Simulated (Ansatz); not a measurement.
# A hypothetical structure for MgAgCl3, part 2 of 2

Starting from a made-up structure for MgAgCl3, the aim is the relaxed cell, its shortest contacts and, where a second run follows, its electronic structure.

Ansatz 0.2.0; DFT, PBEsol, plane-wave PAW, files of the set soft_1, scalar-relativistic, no spin, cell and ions relaxed at zero pressure; PAW set soft_1 (the session's first sound run).

So far: The starting structure; Relaxation of the guess. The relaxed cell has a = 4.826 Å (conventional setting).

### Step 3. Electronic structure of the relaxed cell

A second self-consistent run takes a narrower smearing and the mesh shown in its input; the bands follow along the standard path of the relaxed lattice.

This step: DFT, PBEsol, plane-wave PAW, files of the set soft_1, scalar-relativistic, no spin, bands and density of states at the relaxed cell; PAW set soft_1 (Ansatz 0.2.0).

File input.yaml:

```yaml
crystal:
  lattice:
    - [4.8259116586, 0.0, 0.0]
    - [0.0, 4.8259116586, 0.0]
    - [0.0, 0.0, 4.8259116586]
  atoms:
    - { symbol: Ag, position: [0.0, 0.0, 0.0] }
    - { symbol: Cl, position: [0.5, 0.5, 0.0] }
    - { symbol: Cl, position: [0.5, 0.0, 0.5] }
    - { symbol: Cl, position: [0.0, 0.5, 0.5] }
    - { symbol: Mg, position: [0.5, 0.5, 0.5] }
kpoints:
  mp_grid: { grid: [6, 6, 6] }
  band_path:
    path:
      - [[0.0, 0.0, 0.0], [0.0, 0.5, 0.0], [0.5, 0.5, 0.0], [0.0, 0.0, 0.0], [0.5, 0.5, 0.5], [0.0, 0.5, 0.0]]
      - [[0.5, 0.5, 0.0], [0.5, 0.5, 0.5]]
    npoints: 13
scf:
  occupations: { method: fermi_dirac, width: 0.03 }
  n_extra_bands: 9
hamiltonian:
  xc: pbesol
  pseudopotentials: { kind: paw, azcp: { folder: soft_1 }, xc_functional: pbe }
output:
  forces: true
  stress: true
  write_bands: true
  dos: { projected: true }
  write_density: true
  write_potential: true
  elf: true
  volumetric_format: npy
```

Started as:

```
$ ansatz run input.yaml --threads 4 --pin off --max-ram 8192MiB --backend cpu --events-out ev --progress --plain --runs-dir out
```

Numbers of over 12 decimals in the logs are rounded to 6 here.

The log of the run:

```text
[...]
Crystal: 5 atoms, lattice volume = 112.393 Å³
Basis set: ecut = 420 eV, 2205 PW (Γ), exchange–correlation on 72×72×72 points (8 copies of the dense FFT grid, shifted against one another)
Bands: 34, of which v1, the nominal top of the filled ones, is band 25 counted from 1 (24 counted from 0)
Symmetry: 48 space group operations
[...]
k-points: 20 of 216
[...]
SCF iter   1: F=—  HF=-12623.062166 eV  |F-HF|=—  |Δ(HF+E_count)|=         —  Δρ=5.92e-2  dr2=3.93e0  ethr=3.10e-3  ⟨swp⟩=7.2  Hψ=3181  notcnv=0
[...]
SCF iter   8: F=-12621.720533 eV  HF=-12621.720533 eV  |F-HF|=1.29e-8  |Δ(HF+E_count)|=   1.85e-7  Δρ=4.44e-6  dr2=2.66e-8  ethr=2.00e-10  ⟨swp⟩=17.1  Hψ=5784  notcnv=0
SCF 1 converged in 8 iterations: F = -12621.720533 eV  dr2 = 2.66e-8
[...]
NSCF: frozen V_eff on 80 k-points
SCF converged after 8 iterations
Free energy (F): -12621.720533 eV
[...]
Internal energy: -12621.720533 eV  (E = F + TS)
E sigma→0 (E₀):  -12621.720533 eV
Fermi energy:    4.897675 eV
[...]
--- Stress (GPa, compression-positive) ---
        0.003845       0.000000       0.000000
        0.000000       0.003845       0.000000
        0.000000       0.000000       0.003845
  P = ⅓ Tr σ = 0.0038 GPa (0.038 kbar)
--- Band table (eV; the first three rows and the last of 20) ---
  k-point 0: bands = [... 21 lower, 3.1503, 3.4369, 3.4369, 3.4369, 5.6111, 8.7577, 12.1858, 12.1858, ... 5 higher]
  k-point 1: bands = [... 21 lower, 3.1191, 3.2524, 3.4280, 3.4280, 6.0475, 9.2008, 11.7672, 12.2128, ... 5 higher]
  k-point 2: bands = [... 21 lower, 2.8175, 3.3940, 3.5744, 3.5744, 6.9393, 10.2270, 10.4177, 12.0175, ... 5 higher]
  k-point 19: bands = [... 21 lower, 2.8030, 4.0384, 4.0384, 4.0384, 6.0195, 11.4350, 11.4350, 11.4350, ... 5 higher]
```

Run time: 1.8 s. Hardware: 4 threads of Intel Xeon Platinum 8559C (Emerald Rapids), shared host; peak memory 0.5 GiB.

In the SCF lines HF is the Harris–Foulkes energy and dr2 the Hartree energy of the density residual, in eV; the loop may stop once dr2 is under the threshold and the program's other checks hold. Hψ counts applications of the Hamiltonian.

This step gave:

```
Fermi energy      : 4.898 eV
pressure          : 0.003845 GPa
gap on the k-mesh : 1.485 eV
```

From bands.tsv. Electronic bands along the path, in eV, zero at the valence top; v1 is the highest filled band, c1 the lowest empty one:

| point | v4 | v3 | v2 | v1 | c1 | c2 | c3 | c4 |
| --- | --- | --- | --- | --- | --- | --- | --- | --- |
| Γ | -0.98 | -0.69 | -0.69 | -0.69 | 1.48 | 4.63 | 8.06 | 8.06 |
| 0.46 of the way | -1.10 | -0.81 | -0.65 | -0.65 | 2.24 | 5.43 | 7.12 | 8.04 |
| X | -1.56 | -0.68 | -0.47 | -0.47 | 3.44 | 5.49 | 6.81 | 7.75 |
| 0.46 of the way | -1.11 | -0.82 | -0.63 | -0.42 | 3.44 | 6.15 | 7.26 | 7.26 |
| M | -1.34 | -0.80 | -0.80 | 0.00 | 3.44 | 6.73 | 7.12 | 7.12 |
| 0.54 of the way | -0.87 | -0.87 | -0.85 | -0.57 | 2.73 | 6.00 | 6.95 | 7.55 |
| Γ | -0.98 | -0.69 | -0.69 | -0.69 | 1.48 | 4.63 | 8.06 | 8.06 |
| 0.54 of the way | -1.40 | -0.51 | -0.35 | -0.35 | 3.01 | 6.06 | 6.73 | 7.92 |
| R | -1.32 | -0.09 | -0.09 | -0.09 | 1.89 | 7.31 | 7.31 | 7.31 |
| 0.46 of the way | -1.35 | -0.39 | -0.36 | -0.32 | 2.87 | 6.89 | 6.94 | 7.45 |
| X | -1.56 | -0.68 | -0.47 | -0.47 | 3.44 | 5.49 | 6.81 | 7.75 |
| jump to M | -1.34 | -0.80 | -0.80 | 0.00 | 3.44 | 6.73 | 7.12 | 7.12 |
| 0.46 of the way | -1.33 | -0.44 | -0.44 | -0.04 | 2.63 | 7.40 | 7.40 | 7.73 |
| R | -1.32 | -0.09 | -0.09 | -0.09 | 1.89 | 7.31 | 7.31 | 7.31 |

States per cell as run, both spins, in windows of 1 eV, from dos.tsv (zero at the valence-band top): Near the top, bands beyond those computed are missing, so counts there can be too low.

```
from  to  total
  -8  -7   0.00
  -7  -6   0.00
  -6  -5   0.02
  -5  -4   1.06
  -4  -3   2.53
  -3  -2   6.49
  -2  -1  11.69
  -1   0   6.22
   0   1   0.00
   1   2   0.02
   2   3   0.83
   3   4   1.15
   4   5   0.01
   5   6   0.36
```

Below -8 eV lie 22.0 more states.

ELF in the ac plane at fractional y = 0.500, with atoms of Cl and Mg within 0.2 Å of it. It is the smooth field of the valence electrons, not physical close to the nuclei.

Values, 14 rows by 14 columns, each cell a mean:
```
0.01 0.02 0.14 0.54 0.83 0.84 0.63 0.51 0.75 0.86 0.74 0.35 0.06 0.02
0.08 0.05 0.06 0.30 0.70 0.85 0.84 0.82 0.85 0.81 0.54 0.16 0.04 0.06
0.41 0.26 0.10 0.10 0.39 0.72 0.82 0.84 0.80 0.60 0.23 0.08 0.16 0.35
0.77 0.67 0.40 0.13 0.12 0.32 0.42 0.43 0.40 0.22 0.10 0.23 0.54 0.74
0.87 0.85 0.75 0.44 0.10 0.04 0.09 0.11 0.06 0.05 0.22 0.60 0.81 0.86
0.68 0.81 0.85 0.69 0.15 0.14 0.31 0.31 0.27 0.06 0.40 0.80 0.85 0.75
0.31 0.69 0.86 0.75 0.16 0.24 0.24 0.16 0.31 0.11 0.43 0.84 0.82 0.51
0.49 0.75 0.86 0.73 0.15 0.20 0.29 0.24 0.31 0.09 0.42 0.82 0.84 0.63
0.83 0.85 0.82 0.58 0.13 0.07 0.20 0.24 0.14 0.04 0.32 0.72 0.85 0.84
0.84 0.79 0.59 0.24 0.09 0.13 0.15 0.16 0.15 0.10 0.12 0.39 0.70 0.83
0.60 0.45 0.19 0.08 0.24 0.58 0.73 0.75 0.69 0.44 0.13 0.10 0.30 0.54
0.18 0.10 0.06 0.19 0.59 0.82 0.86 0.86 0.85 0.75 0.40 0.10 0.06 0.14
0.03 0.03 0.10 0.45 0.79 0.85 0.75 0.69 0.81 0.85 0.67 0.26 0.05 0.02
0.01 0.03 0.18 0.60 0.84 0.83 0.49 0.31 0.68 0.87 0.77 0.41 0.08 0.01
```
Columns run along a (4.8 Å), rows up along c (4.8 Å). Atoms in or near the plane, at fractional coordinates: Cl at (0.50, 0.00), Cl at (0.00, 0.50), Mg at (0.50, 0.50).

Valence density in the ac plane at fractional y = 0.500, with atoms of Cl and Mg within 0.2 Å of it. It is the smooth field of the valence electrons, not physical close to the nuclei.

Values in e/Å³, 14 rows by 14 columns, each cell a mean:
```
 0  0  0  0  1  1  2  1  2  1  0  0  0  0
 0  0  0  0  0  1  1  2  1  1  0  0  0  0
 0  0  0  0  0  0  1  1  1  0  0  0  0  0
 0  0  0  0  0  0  0  0  0  0  0  0  0  0
 1  1  0  0  0  0  0  0  0  0  0  0  1  1
 2  2  1  0  0  1  5  8  3  0  0  1  1  2
 1  2  1  0  0  2 15 22  8  0  0  1  2  1
 1  2  1  0  0  1 10 15  5  0  0  1  1  2
 2  1  1  0  0  0  1  2  1  0  0  0  1  1
 1  0  0  0  0  0  0  0  0  0  0  0  0  1
 0  0  0  0  0  0  0  0  0  0  0  0  0  0
 0  0  0  0  0  1  1  1  1  0  0  0  0  0
 0  0  0  0  0  1  2  2  2  1  0  0  0  0
 0  0  0  0  1  2  1  1  2  1  0  0  0  0
```
Columns run along a (4.8 Å), rows up along c (4.8 Å). Atoms in or near the plane, at fractional coordinates: Cl at (0.50, 0.00), Cl at (0.00, 0.50), Mg at (0.50, 0.50).

Electrostatic potential energy in the ac plane at fractional y = 0.500, with atoms of Cl and Mg within 0.2 Å of it. With pseudopotentials it is smooth inside the atoms' cores, unlike the true potential.

Ten even steps from '0' (-52 eV) to '9' (11 eV), each cell a mean:
```
99998422369999
99999744589999
99999987899999
99999988899999
67999866789986
23788510278853
22588300068742
23688400168842
45898743589974
89999888899998
99999988899999
99999865799999
99999532379999
99998422269999
```
Columns run along a (4.8 Å; values clipped at the 3rd and 97th percentile), rows up along c (4.8 Å). Atoms in or near the plane, at fractional coordinates: Cl at (0.50, 0.00), Cl at (0.00, 0.50), Mg at (0.50, 0.50).

### Step 4. Summary of results

| Item | Value |
| --- | --- |
| space group, relaxed | Pm-3m |
| conventional cell | a = 4.826, b = 4.826, c = 4.826 Å; α = 90.0°, β = 90.0°, γ = 90.0° |
| volume per atom | 22.48 Å³ (guess 21.04) |

In words: MgAgCl3 relaxes to Pm-3m with a = 4.826, b = 4.826 and c = 4.826 Å. The guessed volume was 6 % too small. The space group Pm-3m was held in the relaxation, so the end point is a stationary structure within it and may be a saddle against distortions or other arrangements. It has an indirect Kohn–Sham gap of 1.48 eV, which semilocal functionals understate. On the 6×6×6 mesh with the narrower smearing (relaxed on 6×6×6) the forces vanish, as symmetry may demand, and the largest stress component is 0.004 GPa, within the relaxation's thresholds of 0.015 eV/Å and 0.05 GPa. The cutoff wasn't tested. No dispersion term is used, so weakly bound directions may come out too long. The runs have no spin, and magnetism wasn't tested. Nothing here tests whether the compound is stable against decomposition.

[Logs are printed without paths, hosts, clocks, repeated set-up lines and the standing remarks that a program may print on its own settings, such as how far it seeks lower states.]

[Hosts, paths, dates, database ids (printed as entryN), source tags and the programs' standing remarks are cut or masked in the printed files.]
